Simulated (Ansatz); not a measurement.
# W(100) with 4 thermally displaced layers, 2x2: scattering by thermal displacements

Aim: the resistivity of W at 800 K from frozen thermal displacements between perfect leads.

Calculated with Ansatz 0.2.0; Ansatz plane-wave DFT, PBE, PAW files; ballistic transport by layer matching (Landauer), zero bias; PAW set soft_1.

**1. The starting structure**

The cell holds 56 atoms: 56 W. Cell: a = 6.330 Å, b = 6.330 Å, c = 22.154 Å, α = 90.0°, β = 90.0°, γ = 90.0°. It derives from W. Regions: lead, 40 atoms (40 W); scattering region, 16 atoms (16 W). The structure is stacked along c, and the current runs across the ab planes.

**2. With 4 displaced layers**

Each atom of 4 layers is moved at random, by amounts drawn from a normal law 0.0631 Å wide in each direction from the Debye model (400 K) at 800 K. The layers about the cell's end stay perfect and serve as the lead. Disorder leaves little or no symmetry, which makes such runs dear. Energies from -0.05 to 0.05 eV in steps of 0.05 eV are too few for the program's thermal sum, so it prints no conductance; for a metal the transmission near the Fermi level serves, at a fraction of the cost.

input.yaml

```yaml
crystal:
  lattice:
    - [6.3296, 0.0, 0.0]
    - [0.0, 6.3296, 0.0]
    - [0.0, 0.0, 22.1536]
  atoms:
    - { symbol: W, position: [0.0, 0.0, 0.0357142857] }
    - { symbol: W, position: [0.0, 0.5, 0.0357142857] }
    - { symbol: W, position: [0.5, 0.0, 0.0357142857] }
    - { symbol: W, position: [0.5, 0.5, 0.0357142857] }
    - { symbol: W, position: [0.25, 0.25, 0.1071428571] }
    - { symbol: W, position: [0.25, 0.75, 0.1071428571] }
    - { symbol: W, position: [0.75, 0.25, 0.1071428571] }
    - { symbol: W, position: [0.75, 0.75, 0.1071428571] }
    - { symbol: W, position: [0.0, 0.0, 0.1785714286] }
    - { symbol: W, position: [0.0, 0.5, 0.1785714286] }
    - { symbol: W, position: [0.5, 0.0, 0.1785714286] }
    - { symbol: W, position: [0.5, 0.5, 0.1785714286] }
    - { symbol: W, position: [0.25, 0.25, 0.25] }
    - { symbol: W, position: [0.25, 0.75, 0.25] }
    - { symbol: W, position: [0.75, 0.25, 0.25] }
    - { symbol: W, position: [0.75, 0.75, 0.25] }
    - { symbol: W, position: [0.0, 0.0, 0.3214285714] }
    - { symbol: W, position: [0.0, 0.5, 0.3214285714] }
    - { symbol: W, position: [0.5, 0.0, 0.3214285714] }
    - { symbol: W, position: [0.5, 0.5, 0.3214285714] }
    - { symbol: W, position: [0.2512539998, 0.2486824212, 0.3946821157] }
    - { symbol: W, position: [0.2510462459, 0.7446573762, 0.393887558] }
    - { symbol: W, position: [0.7630057494, 0.2594459335, 0.390851752] }
    - { symbol: W, position: [0.737379023, 0.7437836264, 0.3929749069] }
    - { symbol: W, position: [0.9768107618, 0.9978178302, 0.4607353188] }
    - { symbol: W, position: [0.9926965603, 0.4945717057, 0.4633843733] }
    - { symbol: W, position: [0.5041054934, 0.0103977509, 0.463919437] }
    - { symbol: W, position: [0.513628743, 0.4933655253, 0.4652873908] }
    - { symbol: W, position: [0.2590109712, 0.2509376536, 0.5335955818] }
    - { symbol: W, position: [0.2408069564, 0.7454347644, 0.5363417622] }
    - { symbol: W, position: [0.7399303369, 0.2479137385, 0.535260552] }
    - { symbol: W, position: [0.7553942499, 0.752140953, 0.5367269694] }
    - { symbol: W, position: [0.9934788874, 0.9987072681, 0.6093769036] }
    - { symbol: W, position: [0.0148950848, 0.4874424154, 0.6114569922] }
    - { symbol: W, position: [0.5134234033, 0.007792592, 0.60789646] }
    - { symbol: W, position: [0.4968690174, 0.5145419103, 0.6127288842] }
    - { symbol: W, position: [0.25, 0.25, 0.6785714286] }
    - { symbol: W, position: [0.25, 0.75, 0.6785714286] }
    - { symbol: W, position: [0.75, 0.25, 0.6785714286] }
    - { symbol: W, position: [0.75, 0.75, 0.6785714286] }
    - { symbol: W, position: [0.0, 0.0, 0.75] }
    - { symbol: W, position: [0.0, 0.5, 0.75] }
    - { symbol: W, position: [0.5, 0.0, 0.75] }
    - { symbol: W, position: [0.5, 0.5, 0.75] }
    - { symbol: W, position: [0.25, 0.25, 0.8214285714] }
    - { symbol: W, position: [0.25, 0.75, 0.8214285714] }
    - { symbol: W, position: [0.75, 0.25, 0.8214285714] }
    - { symbol: W, position: [0.75, 0.75, 0.8214285714] }
    - { symbol: W, position: [0.0, 0.0, 0.8928571429] }
    - { symbol: W, position: [0.0, 0.5, 0.8928571429] }
    - { symbol: W, position: [0.5, 0.0, 0.8928571429] }
    - { symbol: W, position: [0.5, 0.5, 0.8928571429] }
    - { symbol: W, position: [0.25, 0.25, 0.9642857143] }
    - { symbol: W, position: [0.25, 0.75, 0.9642857143] }
    - { symbol: W, position: [0.75, 0.25, 0.9642857143] }
    - { symbol: W, position: [0.75, 0.75, 0.9642857143] }
kpoints:
  mp_grid: { grid: [4, 4, 1] }
hamiltonian:
  xc: pbe
  pseudopotentials: { kind: paw, azcp: { folder: soft_1 } }
scf:
  occupations: { method: fermi_dirac, width: 0.1 }
output:
  transmission: { leads: [[0, 4]], kmesh: [8, 8], e_range: [-0.05, 0.05], de: 0.05 }
  write_potential: true
  write_density: true
  volumetric_format: npy
  elf: true
```

Launch:

```sh
$ ansatz run input.yaml --threads 4 --pin off --max-ram 15360MiB --backend cpu --events-out ev --progress --plain --runs-dir out
```

Numbers of over 12 decimals in the logs are rounded to 6 here.

The program printed:

```text
Engine: ansatz 0.2.0, aarch64-unknown-linux-gnu
Pseudopotentials: kind: paw
Pseudopotential: W, paw, valence charge 14, recommended cutoff 420 eV (normal), soft_1/W.paw.azcp
Functional definition: PBE
  parameter kappa = 0.804
  parameter beta = 0.066725
  exchange = pbe_x(kappa = kappa, mu = beta*pi^2/3)
  correlation = pbe_c(beta = beta)
Crystal: 56 atoms, lattice volume = 887.558 Å³
Basis set: ecut = 420 eV, 17351 PW (Γ)
Bands: 471, of which v1, the nominal top of the filled ones, is band 392 counted from 1 (391 counted from 0)
Symmetry: 1 space group operations
Space group: P1 (ITA 1), of the structure as read, at distance tolerance 9.6e-5 Å
k-points: 10 of 16 (time reversal used)
Non-local potential: W, projectors of the file, l = 0: 3, l = 1: 2, l = 2: 2, l = 3: 1
PAW form: soft (Blöchl's): semilocal exchange-correlation on the pseudo side does not see the compensation charge
PAW one-centre angular grid: W, 590 points (default); XC on 64 Gauss nodes
Initial density: superposition of atomic densities (chi_scale 0.1, normalization cell)
Initial wavefunctions: pseudopotential atomic-orbital guess
Functional: x = pbe(κ = 0.804, μ = 0.219515), c = pbe(β = 0.066725)
SCF iter   1: F=—  HF=-581621.015779 eV  |F-HF|=—  |Δ(HF+E_count)|=         —  Δρ=6.31e-2  dr2=3.12e1  ethr=3.10e-3  ⟨swp⟩=4.6  Hψ=17083  notcnv=0
preconditioner: auto → Kerker (q_TF=auto, 2.672 Å⁻¹)  [metal: Δε(μ)=0.007 eV  Ē_g=5.396 eV  σ=0.100 eV  W_gap=0.02  n_scr=294 (ndim 8)  ℏωp=22.8 eV  f_vac=0.000  D(μ)=25.86/eV (n_scr^D=204)]
SCF iter   2: F=—  HF=-581613.815640 eV  |F-HF|=—  |Δ(HF+E_count)|=    7.20e0  Δρ=3.77e-2  dr2=1.08e1  ethr=3.10e-3  ⟨swp⟩=2.0  Hψ=6018  notcnv=0  defer=22
SCF iter   3: F=—  HF=-581610.183559 eV  |F-HF|=—  |Δ(HF+E_count)|=    3.63e0  Δρ=2.98e-3  dr2=3.64e-2  ethr=1.38e-3  ⟨swp⟩=2.3  Hψ=8584  notcnv=0  defer=22
SCF iter   4: F=—  HF=-581610.198823 eV  |F-HF|=—  |Δ(HF+E_count)|=   1.53e-2  Δρ=3.08e-4  dr2=8.51e-4  ethr=4.64e-6  ⟨swp⟩=2.4  Hψ=8554  notcnv=0  defer=9
SCF iter   5: F=—  HF=-581610.198933 eV  |F-HF|=—  |Δ(HF+E_count)|=   1.11e-4  Δρ=5.42e-5  dr2=9.51e-5  ethr=1.09e-7  ⟨swp⟩=2.2  Hψ=6237  notcnv=0  defer=9
SCF iter   6: F=—  HF=-581610.198239 eV  |F-HF|=—  |Δ(HF+E_count)|=   6.95e-4  Δρ=1.14e-5  dr2=7.78e-6  ethr=1.21e-8  ⟨swp⟩=1.9  Hψ=5513  notcnv=0  defer=9
SCF iter   7: F=—  HF=-581610.198238 eV  |F-HF|=—  |Δ(HF+E_count)|=   5.09e-7  Δρ=2.24e-6  dr2=2.39e-7  ethr=9.93e-10  ⟨swp⟩=1.8  Hψ=5084  notcnv=0  defer=9
SCF iter   8: F=-581610.198238 eV  HF=-581610.198238 eV  |F-HF|=1.08e-8  |Δ(HF+E_count)|=  3.49e-10  Δρ=5.14e-7  dr2=1.20e-8  ethr=1.28e-11  ⟨swp⟩=5.8  Hψ=9691  notcnv=0
SCF 1 converged in 8 iterations: F = -581610.198238 eV  dr2 = 1.20e-8
  greatest PAW one-centre occupation: 0.999 electrons in one spin orbital (limit 2), on the W atom at site 22 (counted from 0), in its partial waves of l = 0
transmission: 99 of 952 steps passed
transmission: 192 of 952 steps passed
[...]
transmission: 952 of 952 steps passed
SCF converged after 8 iterations
Free energy (F): -581610.198238 eV
Harris-Foulkes:  -581610.198238 eV  (|F-HF|=1.08e-8)
Internal energy: -581609.224889 eV  (E = F + TS)
E sigma→0 (E₀):  -581609.711564 eV
Entropy (-TS):   -0.973349 eV (-17.381 meV/atom)
Fermi energy:    22.469095 eV
--- Per-component energies (eV) ---
  E_band       = -4713.998541
  E_kinetic    = 23627.674853
  E_local      = -30426.151844  (includes V_loc(G=0)·N_el)
  E_nonlocal   = -1425.853108
  E_hartree    = 12788.170745
  E_xc         = -14997.654425
  E_vxc        = -12963.429100  (∫ρ·V_xc dr)
  E_paw        = -480361.553510  (= ΣΔE_a)
  E_vpaw       = -9102.588645  (= ΣTr[D̂ρ^β])
  E_aug_tail   = 0.008282  (compensation charges beyond the density's cutoff)
  E_ewald      = -90813.865883
  E_smearing   = -0.973349  (= −TS)
  E_closure    = -0.000000  (closes the sum)
  Σ components = -581610.198238   (vs F -581610.198238, Δ=0.00e0)
--- Band table (eV; the first three rows and the last of 10) ---
  k-point 0: bands = [... 388 lower, 22.3892, 22.3991, 22.4058, 22.4232, 22.4824, 22.5116, 22.5509, 22.5650, ... 75 higher]
  k-point 1: bands = [... 388 lower, 22.1734, 22.1814, 22.3673, 22.3845, 22.4330, 22.4546, 22.5431, 22.5664, ... 75 higher]
  k-point 2: bands = [... 388 lower, 22.3514, 22.4281, 22.4505, 22.4753, 22.6899, 22.7324, 22.8389, 22.8559, ... 75 higher]
  k-point 9: bands = [... 388 lower, 21.7011, 21.7096, 21.7747, 21.7950, 22.4928, 22.5055, 22.5271, 22.5771, ... 75 higher]
--- Transmission ---
  basis      : 349 plane waves across, 28 finite elements along
  points     : 34, standing for a mesh of 8 x 8
  energies   : 3 from -0.050000 to 0.050000 eV about the Fermi level, 0.050000 eV apart; the leads are filled to 0.000000 eV, and channels, transmission and decay are at 0.000000 eV
  crystal 0  : W4, at the sites [0, 4], period 1.5824 Å, over 15.82 Å; its Hamiltonian steps by up to 4.7 meV
    offset         : up to 0.0000 Å between an atom of the period and one for which it stands
    channels       : 5.656250e0 a spin
    conductance    : none, the energies end too early or step too widely for 300 K: set another output.transmission.e_range or a lower de, or, where they end at an eighth of basis.ecutwfc, a higher one
    slowest decay  : 0.0305 /Å at (0.5000, 0.5000)
  junction   : crystal 0 to crystal 0, 0.70 to 21.27 Å
    transmission   : 4.825979e0 a spin
    conductance    : none, the energies end too early or step too widely for 300 K: set another output.transmission.e_range or a lower de, or, where they end at an eighth of basis.ecutwfc, a higher one
```

Run time: 14 min. Hardware: 4 threads of Arm Neoverse V2, shared host; peak memory 7.9 GiB; 47 min of CPU time.

This step gave:

| Property | Result |
| --- | --- |
| free energy | -581610.1982 eV |
| energy at zero smearing | -581609.7116 eV |
| Fermi energy | 22.47 eV |
| cell area | 40.06 Å² |
| transmission per spin nearest the Fermi level | 4.826 |
| open channels per spin nearest the Fermi level | 5.656 |
| step of the lead's potential | 4.7 meV |

Per spin. The transmission, zone mean by energy, zero at the Fermi level:

```csv
energy (eV),"transmission, zone mean"
-0.0500,4.40
0.0000,4.83
0.0500,4.83
```

Per spin. The open channels, zone mean, lead by energy, zero at the Fermi level:

```
energy (eV)  open channels, zone mean, lead
    -0.0500                            5.03
     0.0000                            5.66
     0.0500                            5.53
```

Transmission over k1 and k2. At 0.0000 eV from the Fermi level.

Ten even steps from '_' (0.0) to '@' (12.8):
```
..__::--==--::__
..::..==++==..::
----==%%@@%%==--
====++@@@@@@++==
----==%%@@%%==--
..::..==++==..::
..__::--==--::__
__....--==--....
```
Columns: k1 (b1) from -0.5 to 0.375; rows upwards: k2 (b2) from -0.5 to 0.375.

Open channels over k1 and k2. At 0.0000 eV from the Fermi level.

Ten even steps from '_' (0.0) to '@' (14.0):
```
..__::::++::::__
..::..++##++..::
::::++@@@@@@++::
++++##@@@@@@##++
::::++@@@@@@++::
..::..++##++..::
..__::::++::::__
__....::++::....
```
Columns: k1 (b1) from -0.5 to 0.375; rows upwards: k2 (b2) from -0.5 to 0.375.

Electrostatic potential energy in the ca plane at fractional y = 0.000, with atoms of W within 0.2 Å of it. With pseudopotentials it is smooth inside the atoms' cores, unlike the true potential.

Ten even steps from '0' (-24 eV) to '9' (23 eV), each cell a mean:
```
50001699830002799500004899610004898400016998
73114899962125899730016999841126999731148999
98678999997678999975468999986678999976789999
99999999999999999998899999999999999999999999
99999999999999999999999999999999999999999999
97668999987678999986678999975578999976689999
73114899962125899851126999730026999731148999
50001599830002799720003899600004898400016998
40000599720001699610003899600004898300005997
61002799851003799830015899730026999510027998
86446899985347999975458999975578999854479999
99889999999889999999899999999999999998899999
99999999999999999999999999999999999999999999
99889999998889999999999999998899999998899999
86346899985347999986679999974468999853468999
61002699851003799841027999730015999510027998
40000599720001699610004899610003898300005997
```
Columns run along c (16.0 Å, from fractional 0.14 to 0.86 of the cell; values clipped at the 3rd and 97th percentile), rows up along a (6.3 Å). Atoms in or near the plane, at fractional coordinates: W at (0.18, 0.00), W at (0.18, 0.50), W at (0.32, 0.00), W at (0.32, 0.50), W at (0.46, 0.98), W at (0.46, 0.50), W at (0.61, 0.99), W at (0.61, 0.51), W at (0.75, 0.00), W at (0.75, 0.50).

ELF in the ca plane at fractional y = 0.000, with atoms of W within 0.2 Å of it. It is the smooth field of the valence electrons, not physical close to the nuclei.

Values, 9 rows by 16 columns, each cell a mean:
```
0.45 0.49 0.35 0.41 0.53 0.34 0.40 0.51 0.32 0.32 0.54 0.38 0.34 0.53 0.40 0.35
0.33 0.31 0.46 0.37 0.27 0.45 0.38 0.30 0.42 0.43 0.28 0.40 0.44 0.27 0.37 0.46
0.37 0.34 0.45 0.41 0.31 0.44 0.43 0.30 0.45 0.44 0.29 0.43 0.45 0.31 0.41 0.45
0.42 0.45 0.39 0.38 0.49 0.36 0.36 0.53 0.35 0.35 0.54 0.37 0.37 0.49 0.38 0.39
0.45 0.46 0.28 0.42 0.46 0.29 0.38 0.47 0.31 0.31 0.49 0.38 0.29 0.46 0.42 0.28
0.35 0.36 0.44 0.35 0.38 0.41 0.36 0.38 0.39 0.38 0.34 0.35 0.41 0.39 0.35 0.44
0.41 0.39 0.44 0.45 0.35 0.45 0.45 0.34 0.46 0.46 0.35 0.46 0.45 0.36 0.45 0.44
0.32 0.31 0.46 0.34 0.30 0.43 0.37 0.25 0.42 0.40 0.28 0.37 0.43 0.31 0.34 0.46
0.46 0.47 0.30 0.42 0.49 0.31 0.39 0.54 0.30 0.31 0.51 0.38 0.31 0.49 0.42 0.30
```
Columns run along c (16.0 Å, from fractional 0.14 to 0.86 of the cell), rows up along a (6.3 Å). Atoms in or near the plane, at fractional coordinates: W at (0.18, 0.00), W at (0.18, 0.50), W at (0.32, 0.00), W at (0.32, 0.50), W at (0.46, 0.98), W at (0.46, 0.50), W at (0.61, 0.99), W at (0.61, 0.51), W at (0.75, 0.00), W at (0.75, 0.50).

Valence density in the ca plane at fractional y = 0.000, with atoms of W within 0.2 Å of it. It is the smooth field of the valence electrons, not physical close to the nuclei.

Ten even steps from '0' (0.2 e/Å³) to '9' (5.6 e/Å³), each cell a mean:
```
16995000027983000159971000049972000169940000
02442000003431000036740000014530000024410000
00000000000000000001100000000000000000000000
00000000000000000000000000000000000000000000
00000000000000000000000000000000000000000000
00000000000000000000000000001100000000000000
02442000003531000014530000025630000024410000
16995000027993000049982000059971000169940000
17996100028994000049982000059971000279950000
04773000015862000026751000026630000148730000
01110000001210000001110000001100000012100000
00000000000000000000000000000000000000000000
00000000000000000000000000000000000000000000
00000000000000000000000000000000000000000000
01220000001210000000000000001110000012100000
04773000015862000025530000026741000148730000
17996100028994000059971000059982000279950000
```
Columns run along c (16.0 Å, from fractional 0.14 to 0.86 of the cell), rows up along a (6.3 Å). Atoms in or near the plane, at fractional coordinates: W at (0.18, 0.00), W at (0.18, 0.50), W at (0.32, 0.00), W at (0.32, 0.50), W at (0.46, 0.98), W at (0.46, 0.50), W at (0.61, 0.99), W at (0.61, 0.51), W at (0.75, 0.00), W at (0.75, 0.50).

Over the solved energies the transmission per spin lies between 4.40 and 4.83, out of 5.41 channels of the lead on average (up to 5.66).

(Continued in part 2 of 2.)

[Logs are printed without paths, hosts, clocks, repeated set-up lines and the standing remarks that a program may print on its own settings, such as how far it seeks lower states.]

[Hosts, paths, dates, database ids (printed as entryN), source tags and the programs' standing remarks are cut or masked in the printed files.]
